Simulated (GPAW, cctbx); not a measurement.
## By hand: from a DFT structure factor to an extinction distance in FeBi3

FeBi3, Pmm2 (no. 25), a = 4.1621 Å, b = 5.2047 Å, c = 5.3462 Å, α = 90.00°, β = 90.00°, γ = 90.00°.

| atom | mult. | x | y | z |
| --- | --- | --- | --- | --- |
| Bi1 | 1 | 1/2 | 1/2 | 0.8942 |
| Bi2 | 1 | 1/2 | 0 | 0.4929 |
| Bi3 | 1 | 0 | 0 | 0.0327 |
| Fe1 | 1 | 0 | 1/2 | 0.2533 |

The start was made by putting kin elements into a known structure type; the compound need not exist, or be stable, in this form.

A DFT run (GPAW, PBE, 450 eV, 6×5×5 k-points (along the axes of the calculation cell), Fermi–Dirac width 0.1 eV, spin-polarised) gives the static X-ray structure factor of 010 as 54.707 e for the conventional cell; superposed free atoms give 54.831 e. **Problem.** Find the Fourier component V of the crystal potential and the two-beam extinction distance at 300 kV in both cases, then the holographic phase shift per nanometre.

## Step 1: Geometry

The cell volume is Ω = 115.81 Å³ and d(010) = 5.2047 Å, so g = 1/d = 0.1921 Å⁻¹.

## Step 2: The nuclei

Electrons feel nuclei as well as electrons, so the nuclear charges are summed with the same phases.

Phase sums Σ exp(2πi h·x), turned so that the total is real and positive: Bi +1.000, Fe -1.000. Then F_Z = 83 × (+1.000) + 26 × (-1.000) = 57.00 e. The electron term has the same sign for this reflection.

## Step 3: Mott–Bethe

Poisson's equation, term by term, gives V = (e/4πε₀)(F_Z − F)/(πΩg²), with e/4πε₀ = 14.3996 V Å.

The prefactor is 14.3996 × 5.2047²/(π × 115.81) = 1.07212 V per electron. Free atoms: (57.00 − 54.831) × 1.07212 = 2.325 V. Crystal: (57.00 − 54.707) × 1.07212 = 2.458 V. F changes by -0.23 % and V by +5.7 %: the same 0.12 e is measured against F_Z − F = 2.2 e in place of F = 54.8 e.

## Step 4: Extinction distance

In the two-beam case ξ = 1/(λU) with U = 2γm₀eV/h², that is ξ = 150.41 V Å²/(γλV).

At 300 kV, λ = 0.01969 Å and γ = 1.5871. Free atoms: ξ = 2070 Å. Crystal: ξ = 1958 Å. The thickness fringes go as sin²(πt/ξ), so the two patterns slip by a quarter of a period when t|1/ξ₁ − 1/ξ₀| = 1/4, at t ≈ 905 nm, thicker than usual samples. Thermal motion, absorption and many-beam coupling, left out here, change a real pattern.

## Step 5: Phase shift

A slab run (normal [001], unrelaxed) gives a mean inner potential of 18.40 V; free atoms give 19.44 V. The phase shift is φ = C_E V₀ t, with C_E = (2π/λE)(E + m₀c²)/(E + 2m₀c²).

C_E = 6.526 × 10⁻³ rad/(V nm). The shift is 0.1201 rad/nm in the crystal and 0.1269 rad/nm for free atoms. A sample 50 nm thick gives φ = 6.00 rad; read with the free-atom value it would seem 47.3 nm thick.

## Step 6: Answer

V(010) is 2.46 V against 2.33 V, and ξ is 1958 against 2070 Å. The phase shift is 0.120 rad/nm, and free atoms would misjudge a thickness by -5 %. Limits: static atoms, two beams; a ferromagnetic start is the only order tried, and the real ground state may be antiferromagnetic or insulating.
